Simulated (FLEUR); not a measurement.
# NiO: parallel and opposed starts, part 2 of 3

Wanted: the moments of NiO and the energy of each order that was tried.

FLEUR MaX-R8.1; LDA (VWN) with U = 6 eV on Ni d; all-electron FLAPW, Dirac cores, scalar-relativistic bands.

So far, largest spin moment in the muffin-tin sphere (μB): step 2 (run 1 (ferro +)) 1.75.

**3. Run 2 (antiferro q=(0,1/2,1/2) +-)**

An opposed order shows whether neighbours prefer unlike signs.

The cell is doubled to 4 atoms to hold this order. The mesh is halved along the doubled vector, so that both cells sample the same points. The k list default-1 (kpts.xml, not shown) is a Γ-centred 8×4×8 mesh.

inp.xml reads:

```
<?xml version="1.0" encoding="UTF-8" standalone="no"?>
<fleurInput fleurInputVersion="0.39">
   <comment>
      NiO
   </comment>
   <calculationSetup>
      <cutoffs Kmax="4.32" Gmax="13.0" GmaxXC="13.0" numbands="0"/>
      <scfLoop itmax="130" minDistance="0.0001" maxIterBroyd="15" imix="Anderson" alpha="0.05" precondParam="0.0" spinf="2.0" sdNocoIR="T"/>
      <coreElectrons ctail="T" frcor="F" kcrel="0" coretail_lmax="0"/>
      <xcFunctional name="vwn" relativisticCorrections="F"/>
      <magnetism jspins="2"/>
      <soc l_soc="F" theta="0.0" phi="0.0" spav="F"/>
      <expertModes spex="0" secvar="F"/>
      <geometryOptimization l_f="F" forcealpha="1.0" forcemix="BFGS" epsdisp="0.00001" epsforce="0.00001"/>
      <ldaU l_linMix="F" mixParam="0.05" spinf="1.0"/>
   </calculationSetup>
   <cell>
      <bzIntegration valenceElectrons="48.0" mode="hist" fermiSmearingEnergy="0.00183747">
         <kPointListSelection listName="default-1"/>
         <xi:include xmlns:xi="http://www.w3.org/2001/XInclude" href="kpts.xml"> </xi:include>
      </bzIntegration>
      <xi:include xmlns:xi="http://www.w3.org/2001/XInclude" href="sym.xml"> </xi:include>
      <bulkLattice scale="1.0">
         <bravaisMatrix>
            <row-1>    0.0000000000000000     3.9417828250996005     3.9417828250996005</row-1>
            <row-2>    7.8835656501992011     0.0000000000000000     7.8835656501992011</row-2>
            <row-3>    7.8835656501992011     3.9417828250996005     3.9417828250996005</row-3>
         </bravaisMatrix>
      </bulkLattice>
   </cell>
   <atomSpecies>
      <species name="Nickel (Ni2.000" element="Ni" atomicNumber="28">
         <mtSphere radius="2.46" gridPoints="813" logIncrement="0.015"/>
         <atomicCutoffs lmax="10" lnonsphr="8"/>
         <electronConfig flipSpins="F">
            <coreConfig>(1s1/2) (2s1/2) (2p1/2) (2p3/2)</coreConfig>
            <valenceConfig>(3s1/2) (3p1/2) (3p3/2) (4s1/2) (3d3/2) (3d5/2)</valenceConfig>
            <stateOccupation state="(3d3/2)" spinUp="2.0" spinDown="1.2"/>
            <stateOccupation state="(3d5/2)" spinUp="3.0" spinDown="1.8"/>
         </electronConfig>
         <energyParameters s="4" p="4" d="3" f="4"/>
         <ldaU l="2" U="6.0" J="0.0" l_amf="F"/>
         <lo type="SCLO" l="0" n="3" eDeriv="0"/>
         <lo type="SCLO" l="1" n="3" eDeriv="0"/>
      </species>
      <species name="Nickel (Ni-2.000" element="Ni" atomicNumber="28">
         <mtSphere radius="2.46" gridPoints="813" logIncrement="0.015"/>
         <atomicCutoffs lmax="10" lnonsphr="8"/>
         <electronConfig flipSpins="F">
            <coreConfig>(1s1/2) (2s1/2) (2p1/2) (2p3/2)</coreConfig>
            <valenceConfig>(3s1/2) (3p1/2) (3p3/2) (4s1/2) (3d3/2) (3d5/2)</valenceConfig>
            <stateOccupation state="(3d3/2)" spinUp="1.2" spinDown="2.0"/>
            <stateOccupation state="(3d5/2)" spinUp="1.8" spinDown="3.0"/>
         </electronConfig>
         <energyParameters s="4" p="4" d="3" f="4"/>
         <ldaU l="2" U="6.0" J="0.0" l_amf="F"/>
         <lo type="SCLO" l="0" n="3" eDeriv="0"/>
         <lo type="SCLO" l="1" n="3" eDeriv="0"/>
      </species>
      <species name="Oxygen (O)" element="O" atomicNumber="8">
         <mtSphere radius="1.39" gridPoints="461" logIncrement="0.023"/>
         <atomicCutoffs lmax="6" lnonsphr="4"/>
         <electronConfig flipSpins="F">
            <coreConfig>(1s1/2)</coreConfig>
            <valenceConfig>(2s1/2) (2p1/2) (2p3/2)</valenceConfig>
            <stateOccupation state="(2p1/2)" spinUp="0.666667" spinDown="0.666667"/>
            <stateOccupation state="(2p3/2)" spinUp="1.333333" spinDown="1.333333"/>
         </electronConfig>
         <energyParameters s="2" p="2" d="3" f="4"/>
      </species>
   </atomSpecies>
   <atomGroups>
      <atomGroup species="Nickel (Ni2.000">
         <relPos label="                   1">.0000000000 .0000000000 .0000000000</relPos>
         <force calculate="T" relaxXYZ="TTT"/>
      </atomGroup>
      <atomGroup species="Nickel (Ni-2.000">
         <relPos label="                   2">.0000000000 1.000/2.000 .0000000000</relPos>
         <force calculate="T" relaxXYZ="TTT"/>
      </atomGroup>
      <atomGroup species="Oxygen (O)">
         <relPos label="                   3">1.000/2.000 .0000000000 1.000/2.000</relPos>
         <force calculate="T" relaxXYZ="TTT"/>
      </atomGroup>
      <atomGroup species="Oxygen (O)">
         <relPos label="                   4">1.000/2.000 1.000/2.000 1.000/2.000</relPos>
         <force calculate="T" relaxXYZ="TTT"/>
      </atomGroup>
   </atomGroups>
   <output dos="F" band="F" slice="F">
      <bandDOS minEnergy="-.5*Htr" maxEnergy="0.5*Htr" sigma="0.015" storeEVData="T"/>
      <plotting iplot="0" polar="F">
         <plot TwoD="T" vec1="  1.0  0.0  0.0" vec2="  0.0  1.0  0.0" vec3="  0.0  0.0  1.0" zero="  0.0  0.0  0.0" file="plot"/>
      </plotting>
      <moessbauerParams electricFieldGradient="F" isomerShift="F" coreHyperfine="F" valenceHyperfine="F"/>
   </output>
</fleurInput>
```

crystal.txt reads:

```
NiO
&input film=F cartesian=F /
0.00000000000  2.08590164140  2.08590164140
4.17180328280  0.00000000000  4.17180328280
4.17180328280  2.08590164140  2.08590164140
1.8897261246
1.0 1.0 1.0

4
28 0.00000000000  0.00000000000  0.00000000000 : 2.000
28 0.00000000000  0.50000000000  0.00000000000 : -2.000
8 0.50000000000  0.00000000000  0.50000000000
8 0.50000000000  0.50000000000  0.50000000000

&kpt div1=8 div2=4 div3=8 gamma=T /
```

Launch:

```sh
$ OMP_NUM_THREADS=1 inpgen -f crystal.txt > inpgen.log  # inp.xml is then edited as shown
$ OMP_NUM_THREADS=1 mpirun -n 4 fleur_MPI > fleur.log
```

Log:

```text
[banner, memory and clock lines left out]
Welcome to FLEUR        (www.flapw.de)
      MaX-Release 8.1          (www.max-centre.eu)

 ========== k-point set info ==========
 Selected k-point list: default-1
 k-point list type: mesh
 0 x 0 x 0
 Number of k points: 80

 ------------Calculation Setup---------------------------
 Number of PE/node        :            4
 Number of OMP-threads    :            1
 k-points in parallel     :            4
 pe's per k-point         :            1
 No of k-point loops      :           20
 Eigenvalue solver        :       lapack
 Number of basis functions:          376
 Approximate size of matrices (H+S) per k-point:         0.002 GB
 no density matrix found ... skipping LDA+U
 Reset of history
 Iteration:     1   Distance:      32.29596040 me/bohr^3
 Iteration:     2   Distance:      38.93716361 me/bohr^3
 Iteration:     3   Distance:      36.18318404 me/bohr^3
 Iteration:     4   Distance:      20.13178879 me/bohr^3
 Iteration:     5   Distance:      13.80055105 me/bohr^3
 Iteration:     6   Distance:       9.16352208 me/bohr^3
 Iteration:     7   Distance:       1.57117460 me/bohr^3
 Iteration:     8   Distance:       1.11893688 me/bohr^3
 Iteration:     9   Distance:       0.24233679 me/bohr^3
 Iteration:    10   Distance:       0.24437670 me/bohr^3
 Iteration:    11   Distance:       0.04191688 me/bohr^3
 Iteration:    12   Distance:       0.04196256 me/bohr^3
 Iteration:    13   Distance:       0.00254135 me/bohr^3
 Iteration:    14   Distance:       0.00333927 me/bohr^3
 Iteration:    15   Distance:       0.00022292 me/bohr^3
 Iteration:    16   Distance:       0.00013552 me/bohr^3
 Iteration:    17   Distance:       0.00010717 me/bohr^3
 Iteration:    18   Distance:       0.00003622 me/bohr^3

 ********************************************************************
 Run finished successfully
 Stop message:
   all done
 ********************************************************************

--- out.xml (last complete iteration) ---
<iteration numberForCurrentRun="   18" overallNumber="   18">
         [... left out ...]
         <bandgap value="1.7985281018" units="eV"/>
         <sumValenceSingleParticleEnergies value="-36.0819318798" units="Htr"/>
         <FermiEnergy value="0.2830996686" units="Htr"/>
         <valenceDensity>
            <mtCharges spin="1">
               <mtCharge atomType="1" total="9.5631940" s="1.2072344" p="3.2631440" d="5.0119922" f="0.0566202"/>
               <mtCharge atomType="2" total="7.7951293" s="1.1902361" p="3.2427476" d="3.2832724" f="0.0557225"/>
               <mtCharge atomType="3" total="2.1788772" s="0.6759793" p="1.4998669" d="0.0025679" f="0.0003864"/>
               <mtCharge atomType="4" total="2.2496664" s="0.6836938" p="1.5623517" d="0.0031051" f="0.0004299"/>
            </mtCharges>
            <mtCharges spin="2">
               <mtCharge atomType="1" total="7.7951293" s="1.1902361" p="3.2427476" d="3.2832724" f="0.0557225"/>
               <mtCharge atomType="2" total="9.5631940" s="1.2072344" p="3.2631440" d="5.0119922" f="0.0566202"/>
               <mtCharge atomType="3" total="2.2496664" s="0.6836938" p="1.5623517" d="0.0031051" f="0.0004299"/>
               <mtCharge atomType="4" total="2.1788772" s="0.6759793" p="1.4998669" d="0.0025679" f="0.0003864"/>
            </mtCharges>
            <spinDependentCharge spin="1" total="24.0000000" interstitial="2.2131331" mtSpheres="21.7868669"/>
            <spinDependentCharge spin="2" total="24.0000000" interstitial="2.2131331" mtSpheres="21.7868669"/>
            <totalCharge value="48.0000000000"/>
         </valenceDensity>
         [... left out ...]
         <magneticMomentsInMTSpheres units="muBohr">
            <globalMagMoment atomType="1" vec="0.00000   0.00000   1.76806"/>
            <localMagMoment atomType="1" vec="0.00000   0.00000   1.76806"/>
            <globalMagMoment atomType="2" vec="0.00000   0.00000  -1.76806"/>
            <localMagMoment atomType="2" vec="0.00000   0.00000  -1.76806"/>
            <globalMagMoment atomType="3" vec="0.00000   0.00000  -0.07079"/>
            <localMagMoment atomType="3" vec="0.00000   0.00000  -0.07079"/>
            <globalMagMoment atomType="4" vec="0.00000   0.00000   0.07079"/>
            <localMagMoment atomType="4" vec="0.00000   0.00000   0.07079"/>
         </magneticMomentsInMTSpheres>
         [... left out ...]
         <totalEnergy value="    -3186.2284815544" units="Htr">
            <sumOfEigenvalues value="    -1817.4151152560">
               <coreElectrons value="-1781.3331833762"/>
               <valenceElectrons value="-36.0819318798"/>
            </sumOfEigenvalues>
            <densityCoulombPotentialIntegral value="-4865.1432918717"/>
            <densityEffectivePotentialIntegral value="-5048.2939289446"/>
            <chargeDenXCDenIntegral value="-138.4120673050"/>
            <FockExchangeEnergyValence value="0.0000000000"/>
            <FockExchangeEnergyCore value="0.0000000000"/>
         [... left out ...]
            <dftUCorrection value="-1.7534921986"/>
            <tkbTimesEntropy value="0.0000000000"/>
            <freeEnergy value="-3186.2284815544"/>
            <extrapolationTo0K value="-3186.2284815544"/>
         </totalEnergy>
         [... left out ...]
         <ldaUDensityMatrixConvergence>
            <distance spin="1" distance="0.000001"/>
            <distance spin="2" distance="0.000001"/>
         </ldaUDensityMatrixConvergence>
         <densityConvergence units="me/bohr^3">
            <chargeDensity spin="1" distance="0.0000223810"/>
            <chargeDensity spin="2" distance="0.0000223810"/>
            <overallChargeDensity distance="0.0000262998"/>
            <spinDensity distance="0.0000362210"/>
         </densityConvergence>
      </iteration>
```

Wall time 92 s (4 MPI ranks of Intel Xeon Platinum 8259CL at 2.50GHz (Skylake/Cascade Lake), shared host); peak memory 0.42 GiB.

Spin moment in the muffin-tin sphere by atom:

```tsv
atom	spin moment in the muffin-tin sphere (μB)
Ni1	1.77
Ni2	-1.77
O3	-0.07
O4	0.07
```

Read from the output:

* free energy: -86701.6939 eV
* program's band gap on this mesh (in a metal only a level spacing): 1.799 eV
* magnetization: 0 μB
* final state: antiferromagnetic

It lies 16.2 meV a seeded atom over the first start, and its largest moment is 1.77 μB against 1.75 μB.

**4. Start 3: antiferro q=(0,0,1/2) +-**

Another pattern of signs weighs the neighbour shells otherwise.

This order needs a doubled cell of 4 atoms. The mesh is halved along the doubled vector, so that both cells sample the same points. The k list default-1 (kpts.xml, not shown) is a Γ-centred 8×8×4 mesh.

inp.xml, as its differences from that of step 3:

```diff
@@ -25,4 +25,4 @@
             <row-1>    0.0000000000000000     3.9417828250996005     3.9417828250996005</row-1>
-            <row-2>    7.8835656501992011     0.0000000000000000     7.8835656501992011</row-2>
-            <row-3>    7.8835656501992011     3.9417828250996005     3.9417828250996005</row-3>
+            <row-2>    3.9417828250996005     0.0000000000000000     3.9417828250996005</row-2>
+            <row-3>    7.8835656501992011     7.8835656501992011     0.0000000000000000</row-3>
          </bravaisMatrix>
@@ -77,3 +77,3 @@
       <atomGroup species="Nickel (Ni-2.000">
-         <relPos label="                   2">.0000000000 1.000/2.000 .0000000000</relPos>
+         <relPos label="                   2">.0000000000 .0000000000 1.000/2.000</relPos>
          <force calculate="T" relaxXYZ="TTT"/>
@@ -81,7 +81,4 @@
       <atomGroup species="Oxygen (O)">
-         <relPos label="                   3">1.000/2.000 .0000000000 1.000/2.000</relPos>
-         <force calculate="T" relaxXYZ="TTT"/>
-      </atomGroup>
-      <atomGroup species="Oxygen (O)">
-         <relPos label="                   4">1.000/2.000 1.000/2.000 1.000/2.000</relPos>
+         <relPos label="                   3">1.000/2.000 1.000/2.000 1.000/4.000</relPos>
+         <relPos label="                   4">1.000/2.000 1.000/2.000 -1.000/4.000</relPos>
          <force calculate="T" relaxXYZ="TTT"/>
```

crystal.txt reads:

```
NiO
&input film=F cartesian=F /
0.00000000000  2.08590164140  2.08590164140
2.08590164140  0.00000000000  2.08590164140
4.17180328280  4.17180328280  0.00000000000
1.8897261246
1.0 1.0 1.0

4
28 0.00000000000  0.00000000000  0.00000000000 : 2.000
28 0.00000000000  0.00000000000  0.50000000000 : -2.000
8 0.50000000000  0.50000000000  0.25000000000
8 0.50000000000  0.50000000000  0.75000000000

&kpt div1=8 div2=8 div3=4 gamma=T /
```

Log:

```text
[banner, memory and clock lines left out]
Welcome to FLEUR        (www.flapw.de)
      MaX-Release 8.1          (www.max-centre.eu)

 ========== k-point set info ==========
 Selected k-point list: default-1
 k-point list type: mesh
 0 x 0 x 0
 Number of k points: 80

 [... set-up left out ...]
 no density matrix found ... skipping LDA+U
 Reset of history
 Iteration:     1   Distance:      36.10583747 me/bohr^3
 Iteration:     2   Distance:      38.49518351 me/bohr^3
 Iteration:     3   Distance:      35.71512258 me/bohr^3
 Iteration:     4   Distance:      19.26208250 me/bohr^3
[...]
[... left out ...]
            <freeEnergy value="-3186.2377037258"/>
            <extrapolationTo0K value="-3186.2377037258"/>
         </totalEnergy>
         [... left out ...]
         <ldaUDensityMatrixConvergence>
            <distance spin="1" distance="0.000001"/>
            <distance spin="2" distance="0.000001"/>
         </ldaUDensityMatrixConvergence>
         <densityConvergence units="me/bohr^3">
            <chargeDensity spin="1" distance="0.0000518882"/>
            <chargeDensity spin="2" distance="0.0000518914"/>
            <overallChargeDensity distance="0.0000951503"/>
            <spinDensity distance="0.0000414320"/>
         </densityConvergence>
      </iteration>
```

The job ended after 83 s (4 MPI ranks; peak memory 0.38 GiB; 5.5 min of CPU time).

Spin moment in the muffin-tin sphere by atom:

```tsv
atom	spin moment in the muffin-tin sphere (μB)
Ni1	1.65
Ni2	-1.65
O3	0.00
O4	0.00
```

Numbers from this step:

| Quantity | Value |
| --- | --- |
| free energy | -86701.9448 eV |
| program's band gap on this mesh (in a metal only a level spacing) | 3.072 eV |
| magnetization | 0 μB |
| final state | antiferromagnetic |

It lies 109 meV a seeded atom under the first start, and its largest moment is 1.65 μB against 1.75 μB.

(Part 2 of 3 ends here.)

[Logs and program files are shortened in this print: banners, set-up blocks, solver, clock and traceback lines can be left out without a mark of their own.]

[Logs are printed without paths, hosts, clocks, repeated set-up lines and the standing remarks that a program may print on its own settings, such as how far it seeks lower states.]

[Hosts, paths, dates, database ids (printed as entryN), source tags and the programs' standing remarks are cut or masked in the printed files.]

[Where a cell is said to come from a database of computed structures, the database is the Materials Project.]
